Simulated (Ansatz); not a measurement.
# Hf2CF2 monolayer: from the cell to its phonons, part 2 of 2

Aim: the phonons of Hf2CF2 monolayer at a cell relaxed beforehand at this level. After the zone centre comes a 4×4×1 q mesh on a 12×12×1 k mesh.

Ansatz 0.2.0; DFT PBE, scalar-relativistic, plane waves, PAW.

So far. Step 2 (Zone-centre response): Before it was imposed, the acoustic sum rule was missed by 3.3e-5 eV/Å². Small misses are needed for a sound result but don't prove that mesh and cutoff are converged. The lowest optical mode is real, 129 cm⁻¹.

### 3. The dispersion (continued)

Tetrahedra on a 24×24×1 mesh, mean over bins of 10 cm-1. Interpolated from a 4×4×1 q mesh. The phonon density of states by wavenumber; read off at these points:

| wavenumber (cm⁻¹) | phonon density of states (1/cm⁻¹/cell) |
| --- | --- |
| -5 | 0.00196 |
| 15 | 0.0037 |
| 35 | 0.00641 |
| 55 | 0.0098 |
| 65 | 0.0129 |
| 85 | 0.0188 |
| 105 | 0.0273 |
| 125 | 0.101 |
| 135 | 0.103 |
| 145 | 0.063 |
| 165 | 0.0313 |
| 175 | 0.035 |
| 195 | 0.106 |
| 205 | 0.155 |
| 215 | 0.0882 |
| 235 | 0 |
| 255 | 0 |
| 275 | 0 |
| 285 | 0 |
| 305 | 0 |
| 325 | 0.0866 |
| 345 | 0.0224 |
| 365 | 0.0124 |
| 385 | 0.00493 |
| 395 | 0 |
| 415 | 0 |
| 435 | 0 |
| 455 | 0 |
| 475 | 0 |
| 495 | 0 |
| 505 | 0 |
| 525 | 0 |
| 545 | 0 |
| 565 | 0 |
| 585 | 0.0969 |
| 605 | 0 |
| 615 | 0 |
| 635 | 0.0293 |
| 655 | 0.0413 |
| 665 | 0.0785 |
| 675 | 0.00628 |

The partial phonon density of states has structure finer than the step of the table below, so its rows give means over 20 cm⁻¹, whole bins alone (the curve runs from -15.4 to 700 cm⁻¹). Peaks (cm⁻¹: height): C 587.6: 0.0631, 664.1: 0.0634; F 200.6: 0.148, 326.6: 0.0678; Hf 128.6: 0.108.

Phonopy on the run's constants, 19x19x1 mesh, Gaussian sigma 5.1 cm-1. Interpolated from a 4×4×1 q mesh. Table of partial phonon density of states by wavenumber; means over each step; values in 1/cm⁻¹/cell:

```
wavenumber (cm⁻¹)       C        F       Hf
                0  6.1e-5   2.0e-4  0.00181
               20  1.3e-4   4.2e-4  0.00389
               40  2.0e-4   6.3e-4  0.00617
               60  2.7e-4  0.00105   0.0102
               80  3.5e-4  0.00141   0.0156
              100  4.4e-4  0.00158   0.0247
              120  6.2e-4  0.00258   0.0664
              140  6.3e-4  0.00383   0.0813
              160  4.9e-4  0.00234   0.0486
              180  6.3e-5  0.00796   0.0214
              200  7.4e-5    0.114  0.00633
              220  7.4e-5   0.0686  0.00299
              240  3.7e-6  0.00266   7.7e-5
              260       0        0        0
              280       0        0        0
              300  7.0e-7   4.8e-4   2.2e-5
              320  5.7e-5   0.0382  0.00245
              340  4.8e-5   0.0338  0.00270
              360  4.0e-5   0.0130  0.00127
              380  3.1e-5  0.00676   7.8e-4
              400  1.0e-6   2.8e-4   3.6e-5
              420       0        0        0
              440       0        0        0
              460       0        0        0
              480       0        0        0
              500       0        0        0
              520       0        0        0
              540       0        0        0
              560  2.7e-4   1.7e-6   6.1e-6
              580  0.0368   1.5e-4   9.1e-4
              600  0.0115   3.7e-5   2.8e-4
              620  0.0108   6.8e-5   1.8e-4
              640  0.0265   1.4e-4   4.3e-4
              660  0.0493   1.2e-4   9.9e-4
              680  0.0112   2.9e-5   2.6e-4
```

Symmetry leaves 4 wavevectors to solve. The lowest mode among them, the acoustic zeros apart, lies at q = (0, -0.5, 0) and is real, 53.2 cm⁻¹. Between them the interpolated path dips to 5i cm⁻¹.

### 4. Isotope substitution, element C, natural mass 12.011 amu

An isotope changes the mass and not the force constants, so no new electronic calculation is needed; the shifts show which modes move this element.

The same force constants with the mass of C changed from 12.011 to 13.003 u (phonopy, no LO-TO term). Both lists are sorted by frequency; levels can cross, so a row need not hold one and the same mode. Modes under 3 cm⁻¹ are left out. Isotope shifts, by row, the first 40 of 57 rows:

```csv
q,rank,natural mass (cm⁻¹),changed mass (cm⁻¹)
0 0 0,4,129.3,129.3
0 0 0,5,129.3,129.3
0 0 0,6,185.2,185.2
0 0 0,7,193.9,193.9
0 0 0,8,193.9,193.9
0 0 0,9,207.1,207.1
0 0 0,10,207.1,207.1
0 0 0,11,385.7,385.6
0 0 0,12,385.8,385.7
0 0 0,13,592.6,570.5
0 0 0,14,661.2,636.3
0 0 0,15,661.2,636.3
0 0.25 0,1,65.79,65.71
0 0.25 0,2,82.97,82.89
0 0.25 0,3,122.2,122.1
0 0.25 0,4,130.3,130.3
0 0.25 0,5,150.3,150.2
0 0.25 0,6,178.7,178.7
0 0.25 0,7,201.9,201.9
0 0.25 0,8,206.6,206.5
0 0.25 0,9,207.3,207.3
0 0.25 0,10,209.1,209.1
0 0.25 0,11,347.6,347.5
0 0.25 0,12,350.6,350.6
0 0.25 0,13,583,561.1
0 0.25 0,14,662.5,637.3
0 0.25 0,15,669.9,644.5
0 -0.5 0,1,53.21,53.21
0 -0.5 0,2,122.2,122.2
0 -0.5 0,3,132.3,132.2
0 -0.5 0,4,135.2,135
0 -0.5 0,5,146.6,146.6
0 -0.5 0,6,161.2,161.1
0 -0.5 0,7,197.8,197.8
0 -0.5 0,8,203.2,203.2
0 -0.5 0,9,209.1,209.1
0 -0.5 0,10,222.9,222.9
0 -0.5 0,11,325.1,325.1
0 -0.5 0,12,328.4,328.4
0 -0.5 0,13,589,566.6
```

A mode of this element alone would shift by -3.89 %. The highest zone-centre frequency without the field goes from 661.2 to 636.3 cm⁻¹ (-3.8 %). The product of the frequency ratios over all optical modes at Γ is 0.891; the product rule, (m/m′)^(3k/2) (M′/M)^(3/2) with k = 1 such atoms and M the mass of the cell, gives 0.891.

### 5. Isotope substitution, element Hf, natural mass 178.486 amu

The same for Hf, from 178.49 to 173.94 u.

A mode of this element alone would shift by +1.30 %. The highest zone-centre frequency without the field goes from 661.2 to 661.5 cm⁻¹ (+0.0 %). The product of the frequency ratios over all optical modes at Γ is 1.044; the product rule, (m/m′)^(3k/2) (M′/M)^(3/2) with k = 2 such atoms and M the mass of the cell, gives 1.044.

### 6. Summary of results

| Property | Result |
| --- | --- |
| space group (within 0.01 Å) | P-3m1 |
| area per atom | 1.86 Å² |
| electronic character | no gap on this mesh |
| highest optical mode at the zone centre (no LO-TO term) | 661 cm⁻¹ |
| lowest optical zone-centre mode | 129 cm⁻¹ |
| lowest mode on the q mesh (acoustic modes at Γ apart) | 53.2 cm⁻¹ |
| highest frequency on the path or at a solved wavevector | 670 cm⁻¹ |
| imaginary modes on the 4×4×1 q mesh | none |

What this shows: No mode is imaginary at the 4 irreducible wavevectors solved, but between them the interpolated path dips to 5.4i cm⁻¹, so stability is not settled. The optical modes at Γ span 129 to 661 cm⁻¹. The highest mode in this list at Γ, 661.2 cm⁻¹, is mostly motion of C (97 % of the kinetic energy). With no gap, or one that is small against the smearing, the frequencies hang on the k mesh and the smearing, most of all near Kohn anomalies. In a sheet or slab the interpolated bending branch near Γ is rough, since the rotational sum rule isn't imposed. Spin-orbit coupling is left out, which can matter for the heavy elements here. A phonon run warned that its eigensolver left some bands unconverged in a pass. The starting cell was built on a prototype and not taken from a measurement. These are harmonic frequencies at zero temperature: anharmonic shifts, linewidths and thermal expansion are left out.

[Logs are printed without paths, hosts, clocks, repeated set-up lines and the standing remarks that a program may print on its own settings, such as how far it seeks lower states.]

[Hosts, paths, dates, database ids (printed as entryN), source tags and the programs' standing remarks are cut or masked in the printed files.]
